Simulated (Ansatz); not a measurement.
# PbO (model cell, started as wurtzite): from the cell to its phonons, part 2 of 3

Wanted: phonon frequencies of PbO (model cell, started as wurtzite) and what follows from them.

Ansatz 0.2.0; DFT PBEsol, scalar-relativistic, plane waves, PAW.

So far: Starting point; Relaxation.

The structure was built from a prototype and need not be the compound's stable phase.

### Step 2. Relaxation (continued)

Electrostatic potential energy in the ac plane at fractional y = 0.333, with atoms of Pb and O within 0.2 Å of it. With pseudopotentials it is smooth inside the atoms' cores, unlike the true potential.

Ten even steps from '_' (-34 eV) to '@' (12 eV), each cell a mean:
```
%%%%%%%%%%@@@@##..__..++@@@@
@@%%%%%%@@@@@@**______--@@@@
@@@@@@@@@@@@@@##..__..++@@@@
@@@@@@@@@@@@@@@@**==++%%@@@@
@@@@@@@@@@@@@@@@@@%%@@@@@@@@
@@@@@@@@@@@@@@%%##**##%%%%@@
@@@@@@@@@@@@%%++::..::==##%%
@@@@@@@@@@%%++..__..____==%%
@@@@@@@@@@%%==__..--::__::##
@@@@@@@@@@%%--__::--::__::##
@@@@@@@@@@%%++..__..____==%%
@@@@@@@@@@@@##++......--##%%
@@@@@@@@@@@@@@%%******##%%@@
@@@@@@@@@@@@@@@@@@%%@@@@@@@@
@@@@@@@@@@@@@@@@@@@@@@@@@@@@
@@@@@@@@@@@@@@@@@@@@@@@@@@@@
@@%%%%%%@@@@@@@@@@@@@@@@@@@@
%%%%%%%%%%@@@@@@##**##@@@@@@
```
Columns run along a (4.2 Å; values clipped at the 3rd and 97th percentile), rows up along c (5.6 Å). Atoms in or near the plane, at fractional coordinates: Pb at (0.67, 0.48), O at (0.67, 0.90).

In this step the volume went from 22.22 to 21.08 Å³/atom.

### Step 3. Tight relaxation

Phonons need a cell at rest on their own settings, so the relaxation is repeated with tight tolerances on forces and stress on the k mesh and occupations of the first response run.

input.yaml

```yaml
crystal:
  lattice:
    - [4.1705766839, -3.0283e-06, 0.0]
    - [-2.0852857194, 3.6118268708, 0.0]
    - [0.0, 0.0, 5.5976650286]
  atoms:
    - { symbol: Pb, position: [0.3333333333, 0.6666666667, -0.0211299545] }
    - { symbol: Pb, position: [0.6666666667, 0.3333333333, 0.4788700455] }
    - { symbol: O, position: [0.3333333333, 0.6666666667, 0.3961299545] }
    - { symbol: O, position: [0.6666666667, 0.3333333333, 0.8961299545] }
kpoints:
  mp_grid: { grid: [9, 9, 4] }
hamiltonian:
  xc: pbesol
scf:
  occupations: { method: fixed }
output:
  forces: true
  stress: true
  eigenvalues: true
relax:
  adjacent_minimum: "off"
  f_tol: 0.001
  max_steps: 60
  cell: { stress_tol: 0.01 }
```

Launch:

```bash
> ansatz run input.yaml --threads 4 --pin off --max-ram 7168MiB --backend cpu --events-out ev --progress --plain --runs-dir out
```

Numbers of over 12 decimals in the logs are rounded to 6 here.

Output:

```text
[...]
Crystal: 4 atoms, lattice volume = 84.320 Å³
Basis set: ecut = 420 eV, 1645 PW (Γ), exchange–correlation on 60×60×80 points (8 copies of the dense FFT grid, shifted against one another)
Bands: 24, of which v1, the nominal top of the filled ones, is band 20 counted from 1 (19 counted from 0)
Symmetry: 12 space group operations
[...]
k-points: 36 of 324 (time reversal used)
[...]
cell:  # Å, volume = 84.3198 Å³
    - [4.170577, -3.0282799486078562e-6, 0.0]
    - [-2.085286, 3.611827, 0.0]
    - [0.0, 0.0, 5.5976650286]
  atoms:
    - { symbol: Pb, position: [0.333333, 0.666667, -0.0211299545] }
    - { symbol: Pb, position: [0.666667, 0.333333, 0.4788700455] }
    - { symbol: O, position: [0.333333, 0.666667, 0.396130] }
    - { symbol: O, position: [0.666667, 0.333333, 0.896130] }
[key lines of the parts left out:]
SCF converged after 6 iterations
Free energy (F): -24630.159852 eV
Fermi energy:    7.889935 eV
P = ⅓ Tr σ = 0.0041 GPa (0.041 kbar)
```

Wall time 4.9 s (4 threads of Arm Neoverse V1, shared host); peak memory 0.39 GiB.

Little changed from the start: no atom moved by 0.005 Å and no cell edge by 0.1 %.

Numbers from this step:

```yaml
pressure: 0.004099 GPa
```

The largest force component left is 0.38 meV/Å and the pressure is 0.004 GPa, within the tolerances set. The cell now holds 21.08 Å³/atom.

### Step 4. Linear response at the zone centre

The zone centre comes first: it holds the modes that light can see, as far as symmetry allows. The response to a homogeneous field gives the Born charges and the dielectric tensor, and its change with displacement the Raman tensors.

Changes to input.yaml since step 3:

```diff
@@ -17,9 +17,7 @@
 output:
-  forces: true
-  stress: true
   eigenvalues: true
-relax:
-  adjacent_minimum: "off"
-  f_tol: 0.001
-  max_steps: 60
-  cell: { stress_tol: 0.01 }
+phonons:
+  method: dfpt
+  dielectric: true
+  rigid_motions: translations
+  raman: true
```

Output:

```text
[...]
Crystal: 4 atoms, lattice volume = 84.320 Å³
Basis set: ecut = 420 eV, 1645 PW (Γ), exchange–correlation on 60×60×80 points (8 copies of the dense FFT grid, shifted against one another)
Bands: 24, of which v1, the nominal top of the filled ones, is band 20 counted from 1 (19 counted from 0)
Symmetry: 12 space group operations
k-points: 95 of 324 (irreducible under 2 space group operations, time reversal used)
[...]
SCF iter   1: F=—  HF=-24630.234278 eV  |F-HF|=—  |Δ(HF+E_count)|=         —  Δρ=2.16e-2  dr2=4.06e-1  ethr=1.77e-3  ⟨swp⟩=5.0  Hψ=8558  notcnv=0  defer=182
[...]
SCF iter  10: F=-24630.159852 eV  HF=-24630.159852 eV  |F-HF|=3.27e-11  |Δ(HF+E_count)|=  1.31e-10  Δρ=8.81e-8  dr2=5.42e-12  ethr=1.00e-12  ⟨swp⟩=8.8  Hψ=14148  notcnv=0
SCF 1 converged in 10 iterations: F = -24630.159852 eV  dr2 = 5.42e-12
[...]
NSCF: frozen V_eff on 4 k-points
DFPT response loops at Γ: preconditioner auto → Resta (q_TF=auto, 2.409 Å⁻¹)  ε∞=5.8 (no band partly filled); β = 1.00, the filter's whole step (`scf.mixing.beta` (0.50) is not read by the response loops at its default; to damp them type it under 1.00, their step now; it binds the ground state too); Broyden in place of MSR1
── the response to a field inside a basis, on 12×12×8 k-points: an SCF that follows is theirs, and a resumed run solves both again ──
Bands: 21, of which v1, the nominal top of the filled ones, is band 20 counted from 1 (19 counted from 0)
k-points: 168
[...]
Eigensolver: Dense (168 Hₖ)
SCF iter   1: F=—  HF=-24630.156792 eV  |F-HF|=—  |Δ(HF+E_count)|=         —  Δρ=3.60e-4  dr2=2.03e-5  ethr=1.00e-1
[...]
SCF iter   7: F=-24630.156795 eV  HF=-24630.156795 eV  |F-HF|=0.00e0  |Δ(HF+E_count)|=  1.46e-10  Δρ=7.12e-8  dr2=5.07e-12  ethr=1.00e-12
SCF 1 converged in 7 iterations: F = -24630.156795 eV  dr2 = 5.07e-12
[...]
WARN: field response: ε∞ stands inside a basis, on 12×12×8 points; the force constants stand on the 9×9×4 k-mesh, whose period is 11.53 times the interband length at k = (0.3333, 0.3333, -0.5000), direct gap 1.969 eV, under 14: take them and everything formed from them as unconverged, and compare with a denser kpoints.mp_grid
SCF converged after 10 iterations
Free energy (F): -24630.159852 eV
[...]
Internal energy: -24630.159852 eV  (E = F + TS)
E sigma→0 (E₀):  -24630.159852 eV
Fermi energy:    7.889935 eV
[...]
--- Band table (eV; the first three rows and the last of 95) ---
  k-point 0: bands = [... 16 lower, 4.8455, 5.6157, 5.6157, 5.6409, 11.6120, 12.5298, 12.5298, 13.2264]
  k-point 1: bands = [... 16 lower, 5.2146, 5.5143, 5.5143, 6.0080, 11.3024, 12.5111, 12.5111, 12.9969]
  k-point 2: bands = [... 16 lower, 5.2499, 5.2499, 6.2276, 6.2276, 11.4011, 11.4011, 12.6375, 12.6375]
  k-point 94: bands = [... 16 lower, 5.2985, 5.2985, 7.4449, 7.4449, 9.8010, 9.8010, 11.9814, 11.9814]
--- Phonons (Γ-DFPT): 4 representative perturbations + reference, on 95 of 324 k-points (Σ response iterations 12) ---
  k mesh reduced under 2 symmetry operations, with k and −k counted as one. Each operation leaves every solved perturbation unchanged. A smaller set is not considered because the run solves the response to a homogeneous field
  ASR residual: 5.166e-5 → 0.000e0 eV/Å²; symmetrization residual: 1.282e-4 eV/Å²
  ASR residual per site (eV/Å²): 2.60e-5 2.60e-5 5.17e-5 5.17e-5
  Γ frequencies (cm⁻¹): 0.00 0.00 0.00 55.42 55.42 109.25 207.91 207.91 243.39 250.95 263.12 263.12
  ε∞ (high-frequency dielectric tensor):
        7.387579    -0.000000     0.000000
       -0.000000     7.387579     0.000000
        0.000000     0.000000     7.735714
  ε⁰ (static dielectric tensor: ions relaxed, cell fixed):
       13.776769    -0.000000    -0.000000
       -0.000000    13.776769    -0.000000
       -0.000000    -0.000000    19.552789
  ε⁰ − ε∞ (ionic part):
        6.389189     0.000000    -0.000000
        0.000000     6.389189    -0.000000
       -0.000000    -0.000000    11.817075
  softest optical mode at Γ: 55.42 cm⁻¹; the repairs (sum rule, projections) moved no ω² at Γ by more than (5.20 cm⁻¹)²
  Born effective charges Z* (e; rows j = field, columns β = displacement):
    site 0:
         2.37256   -0.00000    0.00000
        -0.00000    2.37256   -0.00000
        -0.00000   -0.00000    2.98461
    site 1:
         2.37256   -0.00000   -0.00000
        -0.00000    2.37256    0.00000
         0.00000    0.00000    2.98461
    site 2:
        -2.37256    0.00000   -0.00000
         0.00000   -2.37256   -0.00000
        -0.00000   -0.00000   -2.98461
    site 3:
        -2.37256    0.00000   -0.00000
         0.00000   -2.37256    0.00000
         0.00000    0.00000   -2.98461
  Z* charge neutrality: 1.353e-2 e pre-enforcement
  solved inside a basis spanned on kpoints, on 12×12×8 k-points transformed towards the longest dipole: ε∞ is read to err by 2.4e-2, Z* by 2.5e-2 e (field_mesh: kpoints solves on kpoints); Z* is corrected for what the basis lacks
  Raman tensors (in the event stream and the table raman_tensors.tsv): an entry may err by 1.3e-1 Å², one of the second-order susceptibility by 2.4e0 pm/V (basis, points and sum rule); their sum over the sites missed zero by 2.780e-4 Å² ahead of its enforcement
  optical modes at Γ without the LO–TO term, one row a degenerate level:
      ω (cm⁻¹)  modes    IR ((D/Å)²/amu)  static Raman (Å⁴/amu)  depolarisation
         55.42      2             0.0000                 1.2295           0.750
        109.25      1             0.0000                 0.0000               —
        207.91      2             0.0000               725.8766           0.750
        243.39      1            27.6744               692.5930           0.001
        250.95      1             0.0000                 0.0000               —
        263.12      2            34.9758               142.3630           0.750
  optical modes at Γ + LO–TO along q̂ = [1.0000, 0.0000, 0.0000]:
      ω (cm⁻¹)  modes    IR ((D/Å)²/amu)  static Raman (Å⁴/amu)  depolarisation
         55.42      2             0.0000                 1.2295           0.750
        109.25      1             0.0000                 0.0000               —
        207.91      2             0.0000               725.8766           0.750
        243.39      1            27.6744               692.5930           0.001
        250.95      1             0.0000                 0.0000               —
        263.12      1            17.4879                71.1815           0.750
        359.32      1            17.4879               177.9184           0.750
  optical modes at Γ + LO–TO along q̂ = [0.0000, 1.0000, 0.0000]:
      ω (cm⁻¹)  modes    IR ((D/Å)²/amu)  static Raman (Å⁴/amu)  depolarisation
         55.42      2             0.0000                 1.2295           0.750
        109.25      1             0.0000                 0.0000               —
        207.91      2             0.0000               725.8766           0.750
        243.39      1            27.6744               692.5930           0.001
        250.95      1             0.0000                 0.0000               —
        263.12      1            17.4879                71.1815           0.750
        359.32      1            17.4879               177.9184           0.750
  optical modes at Γ + LO–TO along q̂ = [0.0000, 0.0000, 1.0000]:
      ω (cm⁻¹)  modes    IR ((D/Å)²/amu)  static Raman (Å⁴/amu)  depolarisation
         55.42      2             0.0000                 1.2295           0.750
        109.25      1             0.0000                 0.0000               —
        207.91      2             0.0000               725.8766           0.750
        250.95      1             0.0000                 0.0000               —
        263.12      2            34.9758               142.3630           0.750
        386.95      1            27.6744               992.9982           0.659
```

The job ended after 9.5 min (4 threads; peak memory 2.6 GiB).

Reading the cycles: dr2 is the Hartree energy of the density residual (eV), the measure of convergence; HF is the Harris–Foulkes estimate of the energy, which meets the free energy F at convergence.

This step gave:

```
sum-rule residual before enforcement                    : 5.17e-5 eV/Å²
miss of the charge sum rule                             : 0.01353 e
estimated error of the dielectric tensor                : 0.02429
estimated error of the Born charges                     : 0.02460 e
point group                                             : 6mm
highest optical mode at the zone centre (no LO-TO term) : 263.1 cm⁻¹
lowest optical zone-centre mode                         : 55.42 cm⁻¹
mean high-frequency dielectric constant                 : 7.504
largest Born charge (third of the trace)                : 2.577 e
mean static dielectric constant                         : 15.70
top of the zone-centre spectrum with the field          : 386.9 cm⁻¹
```

Without the LO-TO term. Patterns of degenerate modes are one choice out of their space. The modes at Γ (shares of kinetic energy by element, %):

```tsv
mode	frequency (cm⁻¹)	symmetry	Pb %	O %
1	0.0	acoustic	93	7
2	0.0	acoustic	93	7
3	0.0	acoustic	93	7
4	55.4	E2	91	9
5	55.4	E2	91	9
6	109.2	B1	93	7
7	207.9	E2	9	91
8	207.9	E2	9	91
9	243.4	A1	7	93
10	250.9	B1	7	93
11	263.1	E1	7	93
12	263.1	E1	7	93
```

Displacements in mode 4 (55.4 cm⁻¹), the largest set to 1:
```
Pb1  0.08  0.88  0.00
Pb2 -0.08 -0.88  0.00
O3  -0.09 -1.00  0.00
O4   0.09  1.00  0.00
```

Displacements in mode 12 (263.1 cm⁻¹), the largest set to 1:
```
Pb1  0.00 -0.08  0.00
Pb2  0.00 -0.08  0.00
O3   0.00  1.00  0.00
O4   0.00  1.00  0.00
```

Optical modes at the zone centre, without and with the macroscopic field of the longitudinal modes; each column is sorted by frequency, so a row need not hold one and the same mode. Modes with and without the field, by row:

```tsv
rank among optical modes	no field (cm⁻¹)	q along (1, 0, 0) (cm⁻¹)	q along (0, 0, 1) (cm⁻¹)
1	55.4	55.4	55.4
2	55.4	55.4	55.4
3	109.2	109.2	109.2
4	207.9	207.9	207.9
5	207.9	207.9	207.9
6	243.4	243.4	250.9
7	250.9	250.9	263.1
8	263.1	263.1	263.1
9	263.1	359.3	386.9
```

Born charge (rows field, columns displacement) (e), principal values of the symmetric part by kind of site:

```tsv
atom	atoms with these values	low	middle	high	mean
Pb1	2	2.37	2.37	2.98	2.58
O3	2	-2.98	-2.37	-2.37	-2.58
```

In full for O3:

```
-2.37  0.00  0.00
 0.00 -2.37  0.00
 0.00  0.00 -2.98
```

High-frequency dielectric tensor:

```
7.39 0.00 0.00
0.00 7.39 0.00
0.00 0.00 7.74
```

Static dielectric tensor (ions relaxed, fixed cell):

```
13.78  0.00  0.00
 0.00 13.78  0.00
 0.00  0.00 19.55
```

Transverse modes. Lines of the infrared spectrum (strongest = 100):

```tsv
position (cm⁻¹)	label	relative intensity
55	E2	0.0
109	B1	0.0
208	E2	0.0
243	A1	79
251	B1	0.0
263	E1	100
```

Activity x (w_L - w)^4 (n + 1)/w, 532 nm, 300 K; the tensors are static ones, while 532 nm light lies above the computed direct gap, where resonance would change the heights; modes without the macroscopic field alone. Raman lines, with heights relative to the strongest:

```tsv
position (cm⁻¹)	label	relative intensity
55	E2	1.8
109	B1	0.0
208	E2	100
243	A1	74
251	B1	0.0
263	E1	13
```

Static second-order susceptibility (pm/V), twice the coefficient d of second-harmonic generation. Second order susceptibility, by row:

```tsv
field along	xx	yy	zz	yz	xz	xy
x	0	0	0	0	31.52	0
y	0	0	0	31.52	0	0
z	31.52	31.52	-258.2	0	0	0
```

Before it was imposed, the acoustic sum rule was missed by 5.2e-5 eV/Å² and the charge sum rule by 0.014 e. Small misses are needed for a sound result but don't prove that mesh and cutoff are converged. The lowest optical mode is real, 55.4 cm⁻¹.

The log warns of the k mesh: “the force constants stand on the 9×9×4 k-mesh, whose period is 11.53 times the interband length at k = (0.3333, 0.3333, -0.5000), direct gap 1.969 eV, under 14: take them and everything formed from them as unconverged”.

(Continued in part 3 of 3.)

[Logs are printed without paths, hosts, clocks, repeated set-up lines and the standing remarks that a program may print on its own settings, such as how far it seeks lower states.]

[Hosts, paths, dates, database ids (printed as entryN), source tags and the programs' standing remarks are cut or masked in the printed files.]
